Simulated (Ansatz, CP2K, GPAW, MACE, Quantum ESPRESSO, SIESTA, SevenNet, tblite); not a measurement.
## Running random rock-salt alloy of CaS and PbS (64 atoms) with CP2K

Aim: run random rock-salt alloy of CaS and PbS (64 atoms) in CP2K and see how near its forces come to a plane-wave reference, and at what cost.

Main program and level: CP2K 2026.2; the method is named at each step.

### 1. Set-up

The cell holds 64 atoms: 24 Ca, 32 S and 8 Pb. Its edges and angles: a = 11.503 Å, b = 11.503 Å, c = 11.503 Å, α = 90.0°, β = 90.0°, γ = 90.0°. It derives from CaS (rock-salt), repeated 2×2×2. Rock-salt CaS, 2 x 2 x 2 conventional cells, 8 of 32 Ca sites given to Pb at random (x = 0.250), lattice by Vegard's rule (a = 5.752 Å); not relaxed, displaced by a Gaussian of 0.02 Å. Then every atom was moved at random, 0.02 Å r.m.s. a Cartesian component.

The yardstick, on the same geometry:

- method: Kohn-Sham DFT, PBE, SSSP efficiency 1.3.0 pseudopotentials, plane waves (Quantum ESPRESSO 7.5); sssp-pbe-1.3.0-efficiency, cutoffs 45/360 Ry, Γ point
- r.m.s. force component: 0.2982 eV/Å
- longest force: 1.12 eV/Å
- pressure: 2.061 GPa
- gap (highest filled to lowest empty level): 1.903 eV
- time: 5.4 min on 4 MPI ranks of Arm Neoverse V2, shared host
- CPU time: 22 min

### 2. PBE, DZVP-MOLOPT-SR, 600/50 Ry, diagonalisation

Method: Kohn-Sham DFT, PBE, GTH-PBE pseudopotentials, Gaussian and plane waves, DZVP-MOLOPT-SR-GTH, diagonalisation.

input.inp reads:

```
&GLOBAL
  PROJECT cell
  RUN_TYPE ENERGY_FORCE
  PRINT_LEVEL LOW
&END GLOBAL
&FORCE_EVAL
  METHOD QS
  STRESS_TENSOR ANALYTICAL
  &DFT
    BASIS_SET_FILE_NAME BASIS_MOLOPT
    POTENTIAL_FILE_NAME GTH_POTENTIALS
    &MGRID
      CUTOFF 600
      REL_CUTOFF 50
      NGRIDS 5
    &END MGRID
    &QS
      EPS_DEFAULT 1.0E-12
    &END QS
    &SCF
      SCF_GUESS ATOMIC
      EPS_SCF 1.0E-06
      MAX_SCF 200
      ADDED_MOS 39
      &DIAGONALIZATION
        ALGORITHM STANDARD
      &END DIAGONALIZATION
      &SMEAR ON
        METHOD FERMI_DIRAC
        ELECTRONIC_TEMPERATURE [K] 580
      &END SMEAR
      &MIXING
        METHOD BROYDEN_MIXING
        ALPHA 0.15
        NBROYDEN 8
      &END MIXING
      &PRINT
        &RESTART OFF
        &END RESTART
      &END PRINT
    &END SCF
    &XC
      &XC_FUNCTIONAL PBE
      &END XC_FUNCTIONAL
    &END XC
    &PRINT
      &MULLIKEN ON
      &END MULLIKEN
      &LOWDIN ON
      &END LOWDIN
      &MO ON
        EIGENVALUES T
        OCCUPATION_NUMBERS T
        MO_INDEX_RANGE 221 244
        &EACH
          QS_SCF 0
        &END EACH
        ADD_LAST NUMERIC
      &END MO
    &END PRINT
  &END DFT
  &SUBSYS
    &CELL
      A 11.50300 0.00000 0.00000
      B 0.00000 11.50300 0.00000
      C 0.00000 0.00000 11.50300
    &END CELL
    &TOPOLOGY
      COORD_FILE_NAME structure.xyz
      COORD_FILE_FORMAT XYZ
    &END TOPOLOGY
    &KIND Ca
      BASIS_SET DZVP-MOLOPT-SR-GTH-q10
      POTENTIAL GTH-PBE-q10
    &END KIND
    &KIND S
      BASIS_SET DZVP-MOLOPT-SR-GTH-q6
      POTENTIAL GTH-PBE-q6
    &END KIND
    &KIND Pb
      BASIS_SET DZVP-MOLOPT-SR-GTH-q4
      POTENTIAL GTH-PBE-q4
    &END KIND
  &END SUBSYS
  &PRINT
    &FORCES ON
    &END FORCES
    &STRESS_TENSOR ON
    &END STRESS_TENSOR
  &END PRINT
&END FORCE_EVAL
```

structure.xyz reads:

```xyz
64

Ca 0.01817 0.09271 0.02485
S 2.90922 0.05625 0.01254
Pb 11.48229 2.91382 2.86735
S 2.89864 2.88794 2.88495
Ca 2.84412 11.46009 2.89795
S 11.50173 11.50208 2.87149
Ca 2.84561 2.82916 11.50288
S 11.47999 2.86425 0.01242
Pb 0.04222 11.48310 5.70100
S 2.82192 11.47447 5.69767
Ca 11.46354 2.84665 8.66118
S 2.82353 2.88829 8.60045
Ca 2.87759 11.47769 8.56329
S 11.44986 0.00276 8.61264
Pb 2.89933 2.87069 5.74621
S 11.48851 2.89623 5.72884
Ca 11.47942 5.69030 0.04452
S 2.84550 5.77819 11.47827
Ca 11.44525 8.60528 2.87817
S 2.91567 8.60068 2.85689
Ca 2.86620 5.74966 2.87540
S 0.04831 5.75840 2.90002
Pb 2.88219 8.67982 0.03900
S 11.49161 8.67407 0.01645
Pb 11.44652 5.74736 5.73022
S 2.94235 5.75311 5.78509
Ca 0.02186 8.61241 8.63737
S 2.85401 8.64416 8.62944
Ca 2.84446 5.75000 8.64830
S 11.49966 5.70928 8.60574
Ca 2.89496 8.64830 5.77232
S 0.01645 8.64427 5.70215
Ca 5.78417 0.02703 11.49161
S 8.57261 0.01679 11.49909
Pb 5.75323 2.87092 2.85044
S 8.60712 2.87955 2.85240
Ca 8.60585 0.01254 2.89956
S 5.75069 11.49840 2.86356
Ca 8.62690 2.86206 0.03071
S 5.66615 2.87322 0.00299
Ca 5.69226 11.48310 5.70250
S 8.63312 0.00817 5.73540
Ca 5.75162 2.87080 8.60781
S 8.69305 2.89438 8.63691
Ca 8.57135 0.02416 8.62000
S 5.76795 0.01139 8.60896
Ca 8.59090 2.89174 5.76956
S 5.69686 2.86724 5.73390
Ca 5.77876 5.75990 11.50001
S 8.64082 5.73482 0.03405
Ca 5.77416 8.61621 2.93211
S 8.60344 8.61805 2.84136
Pb 8.63691 5.72205 2.88886
S 5.69191 5.75138 2.86126
Ca 8.69190 8.62345 0.02243
S 5.74943 8.67936 0.01035
[... 4 atom lines left out ...]
Pb 8.66429 5.78026 8.58331
S 5.74000 5.77750 8.58745
Ca 8.64727 8.67280 5.76220
S 5.74448 8.59355 5.76059
```

Launch:

```console
$ OMP_NUM_THREADS=2 cp2k.psmp -i input.inp > output.txt
```

Numbers of over 12 decimals in the logs are rounded to 6 here.

The log of the run:

```text
CP2K| version string:                                       CP2K version 2026.2
 CP2K| Input file name                                                 input.inp
 GLOBAL| Basis set file name                                        BASIS_MOLOPT
 GLOBAL| Potential file name                                      GTH_POTENTIALS
 GLOBAL| Run type                                                   ENERGY_FORCE
 GLOBAL| Total number of message passing processes                             1
 GLOBAL| Number of threads for this process                                    2
 TOTAL NUMBERS AND MAXIMUM NUMBERS
  Total number of            - Atomic kinds:                                   3
                             - Atoms:                                         64
                             - Shell sets:                                    64
                             - Shells:                                       344
                             - Primitive Cartesian functions:                312
                             - Cartesian basis functions:                    920
                             - Spherical basis functions:                    856
  Maximum angular momentum of- Orbital basis functions:                        2
                             - Local part of the GTH pseudopotential:          2
                             - Non-local part of the GTH pseudopotential:      4
 SCF PARAMETERS         Density guess:                                    ATOMIC
                        max_scf:                                             200
                        eps_scf:                                        1.00E-06
                        added MOs                                        39    0
                        Mixing method:                            BROYDEN_MIXING
                                                charge density mixing in g-space
                        Smear method:                                FERMI_DIRAC
                        Electronic temperature [K]:                        580.0
                        Electronic temperature [a.u.]:                  1.84E-03
                        Accuracy threshold:                             1.00E-10
 Extrapolation method: initial_guess
 Number of electrons:                                                        464
 Number of occupied orbitals:                                                232
 Number of molecular orbitals:                                               271
 Number of orbital functions:                                                856
 Number of independent orbital functions:                                    856
 SCF WAVEFUNCTION OPTIMIZATION
  Step     Update method      Time    Convergence         Total energy    Change
     1 NoMix/Diag. 0.15E+00    4.6     1.91552804     -1243.8348885359 -1.24E+03
     2 Broy./Diag. 0.15E+00    6.0     0.04164161     -1225.8790075091  1.80E+01
     3 Broy./Diag. 0.15E+00    6.1     0.11367737     -1234.0114765714 -8.13E+00
     4 Broy./Diag. 0.15E+00    6.1     0.01051196     -1240.4197890161 -6.41E+00
     5 Broy./Diag. 0.15E+00    6.1     0.01262301     -1240.8240558463 -4.04E-01
     6 Broy./Diag. 0.15E+00    6.3     0.00222788     -1241.2181763386 -3.94E-01
     7 Broy./Diag. 0.15E+00    6.3     0.00344001     -1240.7810441030  4.37E-01
[...]
15 Broy./Diag. 0.15E+00    6.5     0.00000121     -1240.6407687255  2.05E-04
    16 Broy./Diag. 0.15E+00    6.4     0.00000277     -1240.6406613343  1.07E-04
    17 Broy./Diag. 0.15E+00    6.5     0.00000020     -1240.6406436965  1.76E-05
  *** SCF run converged in    17 steps ***
  Electronic density on regular grids:       -464.0000000000        0.0000000000
  Core density on regular grids:              463.9999999995       -0.0000000005
  Total charge density on r-space grids:       -0.0000000005
  Total charge density g-space grids:          -0.0000000005
  Overlap energy of the core charge distribution:               1.0102e-10
  Self energy of the core charge distribution:              -2568.188374
  Core Hamiltonian energy:                                    594.657312
  Hartree energy:                                             938.576144
  Exchange-correlation energy:                               -205.685725
  Electronic entropic energy:                                  -8.3568e-10
  Fermi energy:                                                 0.222983
  Total energy:                                             -1240.640644
  Total energy (extrapolated to T->0):                      -1240.640644
 MO| EIGENVALUES AND OCCUPATION NUMBERS
 MO|
 MO|  Index      Eigenvalue [a.u.]        Eigenvalue [eV]             Occupation
 MO|    221               0.138105               3.758025               2.000000
 MO|    222               0.143874               3.915019               2.000000
 MO|    223               0.145652               3.963380               2.000000
 MO|    224               0.145701               3.964726               2.000000
 MO|    225               0.152914               4.161004               2.000000
 MO|    226               0.153144               4.167271               2.000000
[...]
MO|    242               0.289932               7.889440               0.000000
 MO|    243               0.290637               7.908642               0.000000
 MO|    244               0.291077               7.920607               0.000000
 MO| Sum:                                                             464.000000
 MO| E(Fermi):            0.222983 a.u.          6.067674 eV
 !-----------------------------------------------------------------------------!
                     Mulliken Population Analysis
 #  Atom  Element  Kind  Atomic population                           Net charge
       1     Ca       1          9.398403                              0.601597
       2     S        2          6.582464                             -0.582464
       3     Pb       3          3.458326                              0.541674
       4     S        2          6.574836                             -0.574836
       5     Ca       1          9.412289                              0.587711
       6     S        2          6.553430                             -0.553430
[...]
# Total charge                            464.000000                  0.000000
 !-----------------------------------------------------------------------------!
 LOWDIN POPULATION ANALYSIS
 #  Atom  Element  Kind  Atomic population                           Net charge
[...]
62     S        2          6.179896                             -0.179896
      63     Ca       1          9.610093                              0.389907
      64     S        2          6.283878                             -0.283878
 # Total charge                            464.000000                  0.000000
 ENERGY| Total FORCE_EVAL ( QS ) energy [hartree]          -1240.640640
 FORCES| Atomic forces [hartree/bohr]
 FORCES|   Atom     x               y               z               |f|
 FORCES|      1 -2.12822120E-03 -1.01484306E-02 -3.31652937E-03   1.08866586E-02
 FORCES|      2 -3.08416231E-03  6.78483699E-03 -1.75453015E-03   7.65666025E-03
 FORCES|      3  3.94987659E-03 -4.84537498E-03  6.11448939E-03   8.74449337E-03
 FORCES|      4 -4.37308473E-03 -1.62232898E-03 -1.21587862E-02   1.30227456E-02
 FORCES|      5  2.84184134E-03  3.88921130E-03 -5.53431386E-03   7.33693783E-03
 FORCES|      6 -1.54768545E-03 -8.10418702E-03 -1.12899423E-02   1.39834179E-02
[...]
FORCES|     62 -7.02243992E-03 -2.24487050E-03  3.46188203E-03   8.14485931E-03
 FORCES|     63 -1.83950559E-04 -2.05279660E-03 -1.61975368E-03   2.62133814E-03
 FORCES|     64  3.32831756E-03  4.11697546E-03  9.58131537E-04   5.38007442E-03
 FORCES| Sum    -1.75253061E-05  4.83083973E-06 -8.64229519E-06
 FORCES| Total atomic force                                       2.01286521E-05
 STRESS| Analytical stress tensor [bar]
 STRESS|                        x                   y                   z
 STRESS|      x        2.59856690014E+04  -3.75113994306E+01  -7.47839791256E+01
 STRESS|      y       -3.75113994306E+01   2.56810462450E+04  -1.16987377336E+01
 STRESS|      z       -7.47839791256E+01  -1.16987377336E+01   2.65067857409E+04
 STRESS| 1/3 Trace                                             2.60578336624E+04
```

Wall time 2.1 min (2 threads of Arm Neoverse V2, shared host); peak memory 4 GiB; 3.7 min of CPU time.

Banners, paths, timers and routine set-up lines are dropped from the logs unmarked, and long logs keep their key lines alone; longer cuts are marked.

Numbers from this run, and their distance from the reference:

| Item | Value |
| --- | --- |
| r.m.s. force component | 0.2963 eV/Å |
| r.m.s. difference of force components | 16.18 meV/Å |
| longest difference of force vectors | 56.88 meV/Å |
| force difference over r.m.s. force | 5.425 % |
| slope of forces against the reference's | 0.9923 |
| correlation of force components | 0.9985 |
| gap (highest filled to lowest empty level) | 1.971 eV |
| gap difference | 0.0682 eV |
| pressure | 2.606 GPa |
| pressure difference | 0.5448 GPa |

Length of the force difference by element (eV/Å):

```
element  atoms   mean   most
     Ca     24  0.031  0.055
     Pb      8  0.022  0.045
      S     32  0.023  0.057
```

Levels nearest the highest filled one (eV from it): -1.34, -1.18, -1.13, -1.13, -0.93, -0.93, -0.92, -0.89, -0.44, -0.10, -0.04, 0.00, 1.97, 1.98, 1.99, 2.27, 2.29, 2.33, 2.74, 2.75, 2.77, 2.80, 2.81, 2.83.

A closer look about Pb35, one of the 8 Pb atoms: 9 atoms, nearest first, numbered in the order of the input, with positions taken from that point.

```
atom      x      y      z  distance (Å)  bonds  Mulliken charge (e)     Fx     Fy  Fz (eV/Å)
Pb35   0.00   0.00   0.00          0.00      6                 0.56  -0.23   0.01       0.00
 S40  -0.09   0.00  -2.85          2.85      6                -0.58   0.40   0.13      -0.64
 S36   2.85   0.01   0.00          2.85      6                -0.58   0.17  -0.57       0.21
  S4  -2.85   0.02   0.03          2.85      6                -0.57  -0.22  -0.08      -0.63
 S38   0.00  -2.88   0.01          2.88      6                -0.58  -0.03  -0.50       0.08
 S54  -0.06   2.88   0.01          2.88      6                -0.55  -0.07   0.46       0.03
 S48  -0.06   0.00   2.88          2.88      6                -0.56   0.92  -0.04       0.59
Ca39   2.87  -0.01  -2.82          4.03      6                 0.59  -0.19   0.10      -0.15
Ca33   0.03  -2.84  -2.86          4.03      6                 0.59  -0.22  -0.10       0.07
```

Forces lie 5.4 % from the reference's, at 0.17 times its CPU time (on 2 against 4 cores).

### 3. PBE, SZV-MOLOPT-SR, 600/50 Ry, diagonalisation

Method: Kohn-Sham DFT, PBE, GTH-PBE pseudopotentials, Gaussian and plane waves, SZV-MOLOPT-SR-GTH, diagonalisation.

input.inp: that of step 2 with these lines changed.

```diff
@@ -23,3 +23,3 @@
       MAX_SCF 200
-      ADDED_MOS 39
+      ADDED_MOS 32
       &DIAGONALIZATION
@@ -72,3 +72,3 @@
     &KIND Ca
-      BASIS_SET DZVP-MOLOPT-SR-GTH-q10
+      BASIS_SET SZV-MOLOPT-SR-GTH-q10
       POTENTIAL GTH-PBE-q10
@@ -76,3 +76,3 @@
     &KIND S
-      BASIS_SET DZVP-MOLOPT-SR-GTH-q6
+      BASIS_SET SZV-MOLOPT-SR-GTH-q6
       POTENTIAL GTH-PBE-q6
@@ -80,3 +80,3 @@
     &KIND Pb
-      BASIS_SET DZVP-MOLOPT-SR-GTH-q4
+      BASIS_SET SZV-MOLOPT-SR-GTH-q4
       POTENTIAL GTH-PBE-q4
```

structure.xyz is that of step 2.

Launch:

```console
$ OMP_NUM_THREADS=1 cp2k.psmp -i input.inp > output.txt
```

The log of the run:

```text
CP2K| version string:                                       CP2K version 2026.2
 CP2K| Input file name                                                 input.inp
 GLOBAL| Basis set file name                                        BASIS_MOLOPT
 GLOBAL| Potential file name                                      GTH_POTENTIALS
 GLOBAL| Run type                                                   ENERGY_FORCE
 GLOBAL| Total number of message passing processes                             1
 GLOBAL| Number of threads for this process                                    1
[... lines left out ...]
                        Smear method:                                FERMI_DIRAC
[... lines left out ...]
 Number of electrons:                                                        464
[... lines left out ...]
  Step     Update method      Time    Convergence         Total energy    Change
[... lines left out ...]
  *** SCF run converged in    24 steps ***
[... lines left out ...]
  Fermi energy:                                                 0.387512
  Total energy:                                             -1229.072588
  Total energy (extrapolated to T->0):                      -1229.072573
[... lines left out ...]
 MO| E(Fermi):            0.387512 a.u.         10.544730 eV
[... lines left out ...]
      63     Ca       1          9.090709                              0.909291
      64     S        2          6.858518                             -0.858518
 # Total charge                            464.000000                 -0.000000
 ENERGY| Total FORCE_EVAL ( QS ) energy [hartree]          -1229.072597
 FORCES| Atomic forces [hartree/bohr]
 FORCES|   Atom     x               y               z               |f|
 FORCES|      1 -3.37097192E-04 -1.29226963E-02 -1.53959907E-03   1.30184515E-02
 FORCES|      2 -1.00215237E-03 -9.69137058E-03 -1.33290120E-03   9.83379879E-03
 FORCES|      3  1.40517985E-04 -8.40627243E-03  1.98932932E-03   8.63959447E-03
[...]
FORCES|     63  4.28876058E-03 -9.59113057E-03 -1.99980882E-03   1.06949749E-02
 FORCES|     64  6.33286823E-03  4.15312611E-03  2.69340151E-03   8.03791566E-03
 FORCES| Sum    -2.05689360E-05 -7.18708410E-06 -9.52835182E-06
 FORCES| Total atomic force                                       2.37807652E-05
 STRESS| Analytical stress tensor [bar]
 STRESS|                        x                   y                   z
 STRESS|      x        5.15768496432E+04   1.02632785399E+02  -3.41648163730E+01
 STRESS|      y        1.02632785399E+02   5.20698234551E+04  -4.27861088958E+02
 STRESS|      z       -3.41648163730E+01  -4.27861088958E+02   5.06529392355E+04
 STRESS| 1/3 Trace                                             5.14332041112E+04
```

The job ended after 3.1 min (1 thread; peak memory 3.8 GiB).

Against the reference:

| Property | Result |
| --- | --- |
| r.m.s. force component | 0.315 eV/Å |
| r.m.s. difference of force components | 396.9 meV/Å |
| longest difference of force vectors | 1432 meV/Å |
| force difference over r.m.s. force | 133.1 % |
| slope of forces against the reference's | 0.1721 |
| correlation of force components | 0.1629 |
| gap (highest filled to lowest empty level) | 0.821 eV |
| gap difference | -1.082 eV |
| pressure | 5.143 GPa |
| pressure difference | 3.082 GPa |

This is a coarse setting, run to see what it loses.

Against the first run (5.4 %), the force difference from the reference is 133 %, at 0.84 times the CPU time (on 1 against 2 cores) (24 SCF steps against 17), with 280 basis functions against 856: the smaller basis costs accuracy.

(Continued in part 2 of 4.)

[Also dropped from logs without a mark: logging warnings of Python, and SIESTA's first energy breakdown and zero terms.]

[Logs are printed without paths, hosts, clocks, repeated set-up lines and the standing remarks that a program may print on its own settings, such as how far it seeks lower states.]

[Hosts, paths, dates, database ids (printed as entryN), source tags and the programs' standing remarks are cut or masked in the printed files.]
